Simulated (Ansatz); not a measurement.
# 1T-FeBrI monolayer in a perpendicular field, part 3 of 3

Wanted: the out-of-plane response of the 1T-FeBrI monolayer. A positive field points along +c.

Ansatz 0.2.0; plane-wave DFT, PBE-D3(BJ), Ansatz PAW.

So far. Step 3 (Atoms held, field 0): The work function of the upper face is 5.18 eV. Step 4 (Single point, field 0.1 V/Å): The dipole is 0.00768 e·Å, 0.0356 e·Å from its value without field.

### Step 5. Atoms held, field -0.1 V/Å

input.yaml

```yaml
crystal:
  lattice:
    - [3.8276275724, 0.0, 0.0]
    - [-1.9138137862, 3.3148227139, 0.0]
    - [0.0, 0.0, 21.1235867033]
  atoms:
    - { symbol: I, position: [0.6666666667, 0.3333333333, 0.4260640073], spin: 0.18 }
    - { symbol: Fe, position: [0.0, 0.0, 0.5059557871], spin: 3.43 }
    - { symbol: Br, position: [0.3333333333, 0.6666666667, 0.5739359927], spin: 0.14 }
magnetization:
  spin_polarized: true
kpoints:
  mp_grid: { grid: [18, 18, 1] }
  band_path:
    path: [[0, 0, 0], [0.5, 0, 0], [0.33333333, 0.33333333, 0], [0, 0, 0]]
    npoints: 16
hamiltonian:
  xc: pbe
  dispersion: d3bj
scf:
  occupations: { method: fermi_dirac, width: 0.02585 }
  convergence: { dr2_threshold: 1.0e-10 }
efield:
  axis: 3
  dipole_correction: true
  ramp_position: 0.97
  ramp_width: 0.06
  amplitude: -0.1
output:
  write_potential: true
  write_density: true
  volumetric_format: npy
```

The run is started by

```console
$ ansatz run input.yaml --threads 2 --pin off --max-ram 3072MiB --backend cpu --events-out ev --progress --plain --runs-dir out
```

Numbers of over 12 decimals in the logs are rounded to 6 here.

The log of the run:

```text
[...]
Crystal: 3 atoms, lattice volume = 268.014 Å³
Basis set: ecut = 420 eV, 5219 PW (Γ)
Bands: 27, of which v1, the nominal top of the filled ones, is band 20 counted from 1 (19 counted from 0)
Symmetry: 6 space group operations
k-points: 37 of 324 (time reversal used)
[...]
Starting moments: Σ|m| = 3.75 μB on 3 of 3 sites
[...]
k-point 1 ↑: bands = [... 16 lower, -4.1943, -3.6696, -2.9884, -2.9167, -1.6221, -1.4922, 1.8149, 3.3034, ... 3 higher]
  k-point 2 ↑: bands = [... 16 lower, -4.2030, -3.6179, -3.1665, -2.9596, -2.0017, -1.5615, 2.1316, 3.4775, ... 3 higher]
  k-point 36 ↓: bands = [... 16 lower, -3.8997, -1.0241, -0.9478, -0.7943, -0.0887, 0.2193, 3.1918, 4.6219, ... 3 higher]
[key lines of the parts left out:]
SCF converged after 14 iterations
Magnetization: 4.0000 μB (22.0000 up, 18.0000 down)
Free energy (F): -14778.044701 eV
Fermi energy:    -1.154340 eV
Dipole field:    D = -0.042833 V/Å  (p = -0.063442 e·Å, saw-weighted, corrected)
```

Elapsed: 48 s, on 2 threads of Arm Neoverse V2, shared host; peak memory 0.89 GiB; 95 s of CPU time.

The dipole is -0.0634 e·Å, -0.0356 e·Å from its value without field.

### Step 6. Response, atoms held

This step: plane-wave DFT, PBE-D3(BJ), Ansatz PAW; response to a field along the normal, atoms held (Ansatz 0.2.0).

The dipoles give the slope, and the difference of two potentials shows where the field is screened.

Numbers from this step:

- equivalent conductor thickness p/(ε₀AE): 5.072 Å
- distance between the outer atoms: 3.124 Å

The dipole of the cell by applied field:

| applied field (V/Å) | dipole of the cell (e·Å) |
| --- | --- |
| -0.1000 | -0.0634 |
| 0.0000 | -0.0279 |
| 0.1000 | 0.00768 |

The total moment stays at 4 μB for applied field from -0.1 to 0.1 V/Å.

Local field over the applied field, running mean. From the potentials at -0.1 and 0.1 V/Å; running mean over 2.5 Å. The local field over applied field by z:

z (Å), local field over applied field and a bar:
```
     4.11      0.999 ##############################
     4.40      0.999 ##############################
     4.84      0.996 ##############################
     5.13      0.993 ##############################
     5.57      0.981 #############################
     5.87      0.965 #############################
     6.16      0.939 ############################
     6.60      0.867 ##########################
     6.89      0.794 #######################
     7.19      0.704 ####################
     7.63      0.554 ###############
     7.92      0.448 ############
     8.36      0.296 #######
     8.65      0.210 ####
     8.95      0.146 ##
     9.39      0.102 
     9.68      0.096 
     9.98      0.096 
    10.42      0.100 
    10.71      0.108 
    11.15      0.126 #
    11.44      0.142 ##
    11.74      0.164 ##
    12.18      0.233 #####
    12.47      0.306 #######
    12.76      0.396 ##########
    13.20      0.546 ###############
    13.50      0.646 ##################
    13.94      0.785 #######################
    14.23      0.861 #########################
    14.52      0.917 ###########################
    14.96      0.965 #############################
    15.26      0.982 #############################
    15.55      0.990 ##############################
    15.99      0.997 ##############################
    16.28      0.998 ##############################
    16.72      0.999 ##############################
    17.02      1.000 ##############################
```

Electrons, planar mean, per unit field. Table of induced electron density by z:

```
z (Å)  induced electron density (e/Å³ per V/Å)
 4.11                                   2.7e-6
 4.55                                   7.9e-6
 4.99                                   2.2e-5
 5.43                                   6.1e-5
 5.87                                   1.6e-4
 6.31                                   4.0e-4
 6.75                                   9.3e-4
 7.19                                  0.00195
 7.63                                  0.00324
 8.07                                  0.00313
 8.51                                  0.00129
 8.95                                  0.00106
 9.39                                   7.2e-5
 9.83                                  -9.0e-4
10.27                                 -0.00132
10.86                                   5.9e-4
11.30                                   9.1e-4
11.74                                  -2.8e-4
12.18                                  -1.0e-3
12.62                                 -0.00205
13.06                                 -0.00352
13.50                                 -0.00262
13.94                                 -0.00130
14.38                                  -5.5e-4
14.82                                  -2.2e-4
15.26                                  -7.9e-5
15.70                                  -2.8e-5
16.14                                  -9.4e-6
16.58                                  -3.2e-6
17.02                                  -1.0e-6
```

By hand: between -0.1 and 0.1 V/Å the dipole changes by 0.07113 e·Å, a slope of 0.3556 e·Å²/V. A perfect conductor of thickness t has p = ε₀AEt, so t = 180.95 × 0.3556 / 12.688 = 5.07 Å (e/ε₀ = 180.95 V·Å, A in Å²).

The induced dipole is that of a conductor 5.07 Å thick.

### Step 7. What came out

- gap without field: none
- work function, upper face: 5.18 eV
- step between the vacuum levels: 0.398 eV
- equivalent conductor thickness, atoms held: 5.07 Å

**Reading.** The induced dipole equals that of a perfect conductor 5.07 Å thick, while the outer atoms lie 3.12 Å apart. The two faces differ: the vacuum level above lies 0.40 eV higher than the one below. There is no gap over 0.03 eV, with or without the field. For an open d or f shell that can be the fault of a semilocal functional without a Hubbard term. The magnetic order is the one reached from the typed start; other orders were not compared. Spin-orbit coupling is left out, which matters for the bands of elements this heavy.

[Logs are printed without paths, hosts, clocks, repeated set-up lines and the standing remarks that a program may print on its own settings, such as how far it seeks lower states.]

[Hosts, paths, dates, database ids (printed as entryN), source tags and the programs' standing remarks are cut or masked in the printed files.]

[Maps of the electrostatic potential energy from Ansatz leave out the sawtooth potential of an applied field or a dipole correction, so their vacuum need not be flat; planar profiles and work functions include it.]
